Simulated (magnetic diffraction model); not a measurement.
## KMn6Al: what an assumed order does to the neutron pattern

Space group Amm2 (no. 38), a = 4.7070 Å, b = 6.0630 Å, c = 10.4680 Å.

| site | atom | x | y | z |
| --- | --- | --- | --- | --- |
| 2b | Mn | 1/2 | 1/2 | 0.6658 |
| 4e | Mn | 1/2 | 0.7549 | 0.9140 |
| 2a | Mn | 0 | 1/2 | 0.8362 |
| 4d | Mn | 0 | 0.7485 | 0.0883 |
| 2b | K | 1/2 | 1/2 | 0.1674 |
| 2a | Al | 0 | 1/2 | 0.3322 |

This is a made-up structure (elements placed in a structure type, unrelaxed), so the numbers test the method and describe no known phase.

Only Mn is taken to order (form factors of Mn2+); orders and moment sizes are assumed, and not adapted to the symmetry. Radiation: neutrons of λ = 2.36 Å, 5° to 70°; isotropic B of 0.32 Å² (Mn), 0.37 Å² (K) and 0.49 Å² (Al). The intensities are simulated: I ∝ L Σ (|F_N|² + |F_M⊥|²) for unpolarised neutrons, with F_M = 2.695 fm/μB × Σ f(s) S exp(2πi Q·r) exp(−B s²) at Q = H ± k (one set where k and −k are equivalent), only the part normal to Q counting and L = 1/(sin²θ cos θ). For collinear order S is the moment m, which repeats by lattice and centring translations R with the sign exp(−2πi k·R). Form factors are spin-only for 3d ions and dipole or tabulated for f ions, scattering lengths are Sears's of 1992, and absorption is left out. A label names one of the reflections at its angle. The strongest nuclear line in the range is 100, and lines under 0.2 are left out.

Assume the order k = (1/2 0 0), collinear moments along [101], 2.26 μB on Mn; signs + at (1/2, 1/2, 0.6658), + at (1/2, 0.7549, 0.9140), + at (1/2, 0.2451, 0.9140), + at (0, 1/2, 0.8362), + at (0, 0.7485, 0.0883), + at (0, 0.2515, 0.0883).

Predict the pattern, nuclear and magnetic parts apart.

```tsv
2θ (°)	index	nuclear	magnetic
14.40	(1/2 0 0)	0.0	534.4
26.00	(0 1 1)	100.0	0.0
26.06	(0 0 2)	15.2	0.0
29.84	(1/2 1 1)	0.0	37.2
29.90	(1/2 0 2)	0.0	2.1
39.36	(1 1 1)	34.0	0.0
39.41	(1 0 2)	48.6	0.0
44.18	(3/2 0 0)	0.0	38.8
45.81	(0 2 0)	23.8	0.0
48.27	(1/2 2 0)	0.0	7.9
48.39	(1/2 1 3)	0.0	6.7
51.97	(3/2 1 1)	0.0	12.7
52.01	(3/2 0 2)	0.0	6.0
53.47	(0 2 2)	8.0	0.0
53.60	(0 0 4)	7.4	0.0
55.26	(1 1 3)	69.5	0.0
55.67	(1/2 2 2)	0.0	68.0
55.81	(1/2 0 -4)	0.0	18.7
60.18	(2 0 0)	16.7	0.0
61.99	(1 2 2)	51.3	0.0
62.12	(1 0 4)	20.4	0.0
65.53	(3/2 2 0)	0.0	2.9
65.62	(3/2 1 3)	0.0	3.8
66.67	(2 1 1)	37.8	0.0
66.70	(2 0 2)	5.8	0.0
```

The strongest magnetic line in the range is (1/2 0 0) at 14.40° (534.4). On top of the Lorentz factor, which all lines share, magnetic lines fade with angle because f falls: for Mn2+ it is 0.90, 0.66, 0.41 and 0.12 at sin θ/λ = 0.1, 0.2, 0.3 and 0.5 Å⁻¹, while nuclear lengths stay constant. The order has no net moment.

[Logs are printed without paths, hosts, clocks, repeated set-up lines and the standing remarks that a program may print on its own settings, such as how far it seeks lower states.]
